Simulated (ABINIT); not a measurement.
# SrTiO3 (Tausonite): one start, several treatments of the self-energy, part 2 of 2

Aim: compare treatments of exchange, screening and correlation for the gap of SrTiO3 (Tausonite).

ABINIT 10.8.3; PBE and many-body steps on it, plane waves. Known limits of the many-body steps: not at the basis limit; no spin-orbit coupling; coarse k mesh.

So far. Step 5 (G0W0, Hybertsen-Louie plasmon pole): Against G0W0 in ABINIT (4×4×4 mesh, 197 bands, screening to 190.5 eV, Godby-Needs plasmon pole), the gap moves by +0.729 eV. Step 6 (G0W0, von der Linden-Horsch plasmon pole): Against G0W0 in ABINIT (4×4×4 mesh, 197 bands, screening to 190.5 eV, Godby-Needs plasmon pole), the gap moves by +0.142 eV.

### Step 7. G0W0, Engel-Farid plasmon pole

Level of this step: G0W0 on PBE, plane waves, norm-conserving pseudopotentials (ABINIT).

Input file run.abi:

```
acell 3*1.0 Angstrom
rprim 
  3.905280000000 0.000000000000 0.000000000000
  0.000000000000 3.905280000000 0.000000000000
  0.000000000000 0.000000000000 3.905280000000
ntypat 3
znucl 38 22 8
natom 5
typat 1 2 3 3 3
xred 
  0.500000000000 0.500000000000 0.500000000000
  0.000000000000 0.000000000000 0.000000000000
  0.500000000000 0.000000000000 0.000000000000
  0.000000000000 0.500000000000 0.000000000000
  0.000000000000 0.000000000000 0.500000000000
pp_dirpath "pseudos"
pseudos "Sr.upf, Ti.upf, O.upf"
ecut 38
ngkpt 4 4 4
nshiftk 1
shiftk 0 0 0
kptopt 1
chksymbreak 0
istwfk *1
occopt 1
irdwfk 1
optdriver 4
nband 197
gwcalctyp 0
ecutsigx 38
symsigma 1
nkptgw 2
kptgw 
  0.5000000000 0.5000000000 0.5000000000
  0.0000000000 0.0000000000 0.0000000000
bdgw 
  18 23
  18 23
ecuteps 7
irdscr 1
ppmodel 4
indata_prefix "in"
outdata_prefix "out"
tmpdata_prefix "tmp"
```

Started as:

```bash
$ OMP_NUM_THREADS=1 mpirun -n 4 abinit run.abi > log
```

The log of the run:

```text
.Version 10.8.3 of ABINIT. v10.8.2 released Aug 2026.

 Symmetries : space group Pm -3 m (#221); Bravais cP (primitive cubic)
[... echo of the input left out ...]
== DATASET  1 ==================================================================
-   mpi_nproc: 4, omp_nthreads: 1 (-1 if OMP is not activated)

--- !DatasetInfo
iteration_state: {dtset: 1, }
dimensions: {natom: 5, nkpt: 10, mband: 197, nsppol: 1, nspinor: 1, nspden: 1, mpw: 4632, }
cutoff_energies: {ecut:  38.0, pawecutdg:  -1.0, }
[...]
Band     E0 <VxcDFT>   SigX SigC(E0)      Z dSigC/dE  Sig(E)    E-E0       E
[...]
22   8.833 -18.883 -11.450  -5.801   0.804  -0.243 -17.571   1.312  10.145
       23   8.833 -18.883 -11.450  -5.801   0.804  -0.243 -17.571   1.312  10.145

== END DATASET(S) ==============================================================
================================================================================

 -outvars: echo values of variables after computation  --------
           etotal      0.0000000000E+00
            nband         197
             nkpt          10
          spgroup         221
 [... the other variables as echoed above ...]

 Calculation completed.
```

It took 17 s on 4 MPI ranks of Arm Neoverse V1, shared host; peak memory 1.6 GiB.

Numbers from this step:

| Quantity | Value |
| --- | --- |
| G0W0 gap on the points computed | 3.600 eV |
| starting gap on the mesh | 1.908 eV |
| k of the valence top | 0.5, 0.5, 0.5 |
| k of the conduction bottom | 0, 0, 0 |
| least direct G0W0 gap on the computed points | 3.982 eV |

Against G0W0 in ABINIT (4×4×4 mesh, 197 bands, screening to 190.5 eV, Godby-Needs plasmon pole), the gap moves by +0.121 eV.

### Step 8. One-shot Hartree-Fock

This step: one-shot Hartree-Fock on PBE, plane waves, norm-conserving pseudopotentials.

Edit run.abi of step 7 so:

```diff
@@ -27,4 +27,4 @@
 optdriver 4
-nband 197
-gwcalctyp 0
+nband 24
+gwcalctyp 5
 ecutsigx 38
@@ -38,5 +38,4 @@
   18 23
-ecuteps 7
-irdscr 1
-ppmodel 4
+ixc_sigma 40
+fftgw 31
 indata_prefix "in"
```

The log of the run:

```text
.Version 10.8.3 of ABINIT. v10.8.2 released Aug 2026.

 Symmetries : space group Pm -3 m (#221); Bravais cP (primitive cubic)
[... echo of the input left out ...]
== DATASET  1 ==================================================================
-   mpi_nproc: 4, omp_nthreads: 1 (-1 if OMP is not activated)

--- !DatasetInfo
iteration_state: {dtset: 1, }
dimensions: {natom: 5, nkpt: 10, mband: 24, nsppol: 1, nspinor: 1, nspden: 1, mpw: 4632, }
cutoff_energies: {ecut:  38.0, pawecutdg:  -1.0, }
[...]
Band     E0 <VxcDFT>   SigX SigC(E0)      Z dSigC/dE  Sig(E)    E-E0       E
[...]
22   8.833 -18.883 -11.450   0.000   1.000   0.000 -11.450   7.433  16.266
       23   8.833 -18.883 -11.450   0.000   1.000   0.000 -11.450   7.433  16.266

== END DATASET(S) ==============================================================
================================================================================

 -outvars: echo values of variables after computation  --------
           etotal      0.0000000000E+00
            nband          24
             nkpt          10
          spgroup         221
 [... the other variables as echoed above ...]

 Calculation completed.
```

Wall time 4.4 s (4 MPI ranks); peak memory 0.31 GiB.

This step gave:

```
quasiparticle gap on the points computed              : 14.33 eV
starting gap on the mesh                              : 1.908 eV
k of the valence top                                  : 0.5, 0.5, 0.5
k of the conduction bottom                            : 0, 0, 0
least direct quasiparticle gap on the computed points : 14.52 eV
```

Against G0W0 in ABINIT (4×4×4 mesh, 197 bands, screening to 190.5 eV, Godby-Needs plasmon pole), the gap moves by +10.855 eV.

### Step 9. Screening, 4×4×4 mesh, 197 bands, screening to 190.5 eV

This step: RPA screening on PBE, plane waves, norm-conserving pseudopotentials.

Edit run.abi of step 8 so:

```diff
@@ -26,16 +26,11 @@
 irdwfk 1
-optdriver 4
-nband 24
-gwcalctyp 5
-ecutsigx 38
-symsigma 1
-nkptgw 2
-kptgw 
-  0.5000000000 0.5000000000 0.5000000000
-  0.0000000000 0.0000000000 0.0000000000
-bdgw 
-  18 23
-  18 23
-ixc_sigma 40
-fftgw 31
+optdriver 3
+nband 197
+ecuteps 7
+inclvkb 2
+awtr 1
+symchi 1
+gwcalctyp 1
+nfreqre 0
+nfreqim 16
 indata_prefix "in"
```

The log of the run:

```text
.Version 10.8.3 of ABINIT. v10.8.2 released Aug 2026.

 Symmetries : space group Pm -3 m (#221); Bravais cP (primitive cubic)
[... echo of the input left out ...]
== DATASET  1 ==================================================================
-   mpi_nproc: 4, omp_nthreads: 1 (-1 if OMP is not activated)

--- !DatasetInfo
iteration_state: {dtset: 1, }
dimensions: {natom: 5, nkpt: 10, mband: 197, nsppol: 1, nspinor: 1, nspden: 1, mpw: 4632, }
cutoff_energies: {ecut:  38.0, pawecutdg:  -1.0, }
electrons: {nelect:   4.00000000E+01, charge:   0.00000000E+00, occopt:   1.00000000E+00, tsmear:   1.00000000E-02, }

 SCREENING: Calculation of the susceptibility and dielectric matrices

 Based on a program developped by R.W. Godby, V. Olevano, G. Onida, and L. Reining.
 Incorporated in ABINIT by V. Olevano, G.-M. Rignanese, and M. Torrent.
.Using double precision arithmetic ; gwpc =  8

[... cell and pseudopotentials left out ...]
--------------------------------------------------------------------------------

 ==== K-mesh for the wavefunctions ====
 Number of points in the irreducible wedge :    10
[... list of points left out ...]
 Together with 48 symmetry operations and time-reversal symmetry
 yields    64 points in the full Brillouin Zone.

 ==== Q-mesh for the screening function ====
 Number of points in the irreducible wedge :    10
[... list of points left out ...]
 Together with 48 symmetry operations and time-reversal symmetry
 yields    64 points in the full Brillouin Zone.

 setmesh: FFT mesh size selected  =    30x   30x   30
          total number of points  =        27000

 vcoul_init : cutoff-mode = AUXILIARY_FUNCTION
 q-points for optical limit:   1
     1)      0.000010    0.000020    0.000030

- screening: taking advantage of time-reversal symmetry
- Maximum band index for partially occupied states nbvw = 20
- Remaining bands to be divided among processors   nbcw = 177
- Number of bands treated by each node ~44

 Number of electrons calculated from density =   40.0000; Expected =   40.0000
 average of density, n =  0.099519
 r_s =    1.3387
 omega_plasma =   30.4305 [eV]

 calculating chi0 at frequencies [eV] :
  1    0.000000E+00    0.000000E+00
  2    0.000000E+00    5.107465E+03
  3    0.000000E+00    9.547064E+02
[...]
16    0.000000E+00    7.755887E-01
 17    0.000000E+00    1.449759E-01

--------------------------------------------------------------------------------
  q-point number  1        q = ( 0.000000, 0.000000, 0.000000) [r.l.u.]
--------------------------------------------------------------------------------
[... chi0 elements left out ...]
  [... further frequencies ...]

 No. of calculated frequencies >  15, stop printing
 For q-point:  0.000010 0.000020 0.000030
  dielectric constant =   6.3915
  dielectric constant without local fields =   6.7756

  Average fulfillment of the sum rule on Im[epsilon] for q-point    1 :     75.07  [%]
[... wings left out ...]
  q-point number  2        q = ( 0.250000, 0.000000, 0.000000) [r.l.u.]
--------------------------------------------------------------------------------
[... chi0 elements left out ...]
  [... further frequencies ...]

 No. of calculated frequencies >  15, stop printing
  Average fulfillment of the sum rule on Im[epsilon] for q-point    2 :     83.03  [%]

 [... 8 further q-points ...]
```

It took 14 min on 4 MPI ranks; peak memory 1.8 GiB; 58 min of CPU time.

This step gave:

```yaml
eps_infinity_with_local_fields_on_this_mesh_along_the_program_s_q_direction: 6.391
the_same_without_local_fields: 6.776
plasma_frequency: 30.43 eV
plane_waves_in_the_screening_matrix: 365
```

### Step 10. G0W0, analytic continuation

This step: G0W0 on PBE, plane waves, norm-conserving pseudopotentials.

Edit run.abi of step 9 so:

```diff
@@ -26,11 +26,18 @@
 irdwfk 1
-optdriver 3
+optdriver 4
 nband 197
+gwcalctyp 1
+ecutsigx 38
+symsigma 1
+nkptgw 2
+kptgw 
+  0.5000000000 0.5000000000 0.5000000000
+  0.0000000000 0.0000000000 0.0000000000
+bdgw 
+  18 23
+  18 23
 ecuteps 7
-inclvkb 2
-awtr 1
-symchi 1
-gwcalctyp 1
-nfreqre 0
-nfreqim 16
+irdscr 1
+nomegasi 12
+omegasimax 25 eV
 indata_prefix "in"
```

The log of the run:

```text
.Version 10.8.3 of ABINIT. v10.8.2 released Aug 2026.

 Symmetries : space group Pm -3 m (#221); Bravais cP (primitive cubic)
[... echo of the input left out ...]
== DATASET  1 ==================================================================
-   mpi_nproc: 4, omp_nthreads: 1 (-1 if OMP is not activated)

--- !DatasetInfo
iteration_state: {dtset: 1, }
dimensions: {natom: 5, nkpt: 10, mband: 197, nsppol: 1, nspinor: 1, nspden: 1, mpw: 4632, }
cutoff_energies: {ecut:  38.0, pawecutdg:  -1.0, }
[...]
Band     E0 <VxcDFT>   SigX SigC(E0)      Z dSigC/dE  Sig(E)    E-E0       E
[...]
23   0.954 -18.883 -11.450  -5.650   0.720  -0.389 -17.636   1.247   2.201
       23   0.000   0.000   0.000   0.020   0.013   0.025   0.041   0.041   0.041

== END DATASET(S) ==============================================================
================================================================================

 -outvars: echo values of variables after computation  --------
           etotal      0.0000000000E+00
            nband         197
             nkpt          10
          spgroup         221
 [... the other variables as echoed above ...]

 Calculation completed.
```

Wall time 29 s (4 MPI ranks); peak memory 2.1 GiB; 2 min of CPU time.

This step gave:

```
G0W0 gap on the points computed              : 3.416 eV
starting gap on the mesh                     : 1.908 eV
k of the valence top                         : 0.5, 0.5, 0.5
k of the conduction bottom                   : 0, 0, 0
least direct G0W0 gap on the computed points : 3.81 eV
```

Against G0W0 in ABINIT (4×4×4 mesh, 197 bands, screening to 190.5 eV, Godby-Needs plasmon pole), the gap moves by −0.063 eV.

### Step 11. The runs together

Times are wall times on 4 MPI ranks of Arm Neoverse V1, shared host, good to a factor of about two. A run's time includes the screening step that it read.

```csv
run,mesh,bands,screening cutoff (eV),DFT gap (eV),gap on the mesh (eV),direct (eV),ε∞ used,time
"G0W0, Godby-Needs plasmon pole",4×4×4,197,190.5,1.908,3.479,3.852,6.39,3.9 min
"G0W0, Hybertsen-Louie plasmon pole",4×4×4,197,190.5,1.908,4.208,4.544,6.39,3.8 min
"G0W0, von der Linden-Horsch plasmon pole",4×4×4,197,190.5,1.908,3.621,3.990,6.39,3.4 min
"G0W0, Engel-Farid plasmon pole",4×4×4,197,190.5,1.908,3.600,3.982,6.39,3.4 min
one-shot Hartree-Fock,4×4×4,-,-,1.908,14.334,14.520,-,4.4 s
"G0W0, analytic continuation",4×4×4,197,190.5,1.908,3.416,3.810,6.39,15 min
```

### Step 12. What came out

```json
{"G0W0, Godby-Needs plasmon pole": "3.479 eV", "G0W0, Hybertsen-Louie plasmon pole": "4.208 eV", "G0W0, von der Linden-Horsch plasmon pole": "3.621 eV", "G0W0, Engel-Farid plasmon pole": "3.600 eV", "one-shot Hartree-Fock": "14.334 eV", "G0W0, analytic continuation": "3.416 eV", "known limits": "not at the basis limit; no spin-orbit coupling; coarse k mesh"}
```

**Reading.** G0W0, Hybertsen-Louie plasmon pole: +0.729 eV against G0W0, Godby-Needs plasmon pole. G0W0, von der Linden-Horsch plasmon pole: +0.142 eV against G0W0, Godby-Needs plasmon pole. G0W0, Engel-Farid plasmon pole: +0.121 eV against G0W0, Godby-Needs plasmon pole. One-shot Hartree-Fock: +10.855 eV against G0W0, Godby-Needs plasmon pole. G0W0, analytic continuation: −0.063 eV against G0W0, Godby-Needs plasmon pole. Bare exchange alone opens the gap to 14.33 eV; against G0W0, correlation takes back 10.85 eV. Against experiment, by G0W0, Godby-Needs plasmon pole: the direct gap of 3.85 eV lies +0.08 eV from the measured 3.77 eV (direct, 300 K, 2013). An exciton line or allowed optical edge lies below the quasiparticle gap by the binding energy; a forbidden edge can push the onset above it. These are gaps on the mesh, at modest bands and cutoff. The calculation has static nuclei and no excitons; a measured gap holds zero-point and thermal motion, which mostly lowers it. Bands and cutoff are finite, so the gap is not at the basis limit. The miss can reach some tenths of an eV and take either sign; the mesh is an error of its own. In the first G0W0 run levels were corrected at 2 k points alone, so a gap called «on the mesh» is the least over those, and an edge elsewhere would be missed. The 4×4×4 mesh is coarse for this cell, which bears on the long-range parts of exchange and screening. This is the ideal cubic cell; many perovskites, halides above all, are cubic only on average, and local tilts or off-centring can widen the gap. The many-body steps are scalar-relativistic: spin-orbit coupling is not in them.

[Paths, hosts, dates, memory and timing lines, banners, echoed tables and standing remarks are left out of the program output.]

[Logs are printed without paths, hosts, clocks, repeated set-up lines and the standing remarks that a program may print on its own settings, such as how far it seeks lower states.]

[Runs of the session that timed out or met a known fault of the program may be left out.]

[No measured gap is set beside runs whose start may be inverted or whose files or cutoffs have a known fault.]

[Hosts, paths, dates, database ids (printed as entryN), source tags and the programs' standing remarks are cut or masked in the printed files.]

[G0W0 gaps are taken among the corrected bands and points alone; a level outside them can change the order at an edge.]

[Where Ansatz stands beside ABINIT at settings called matched, ABINIT's density can come from a denser mesh and the files from another edition; pairs whose starting gaps differed by over 0.03 eV were left out, so agreement reads better than it is.]
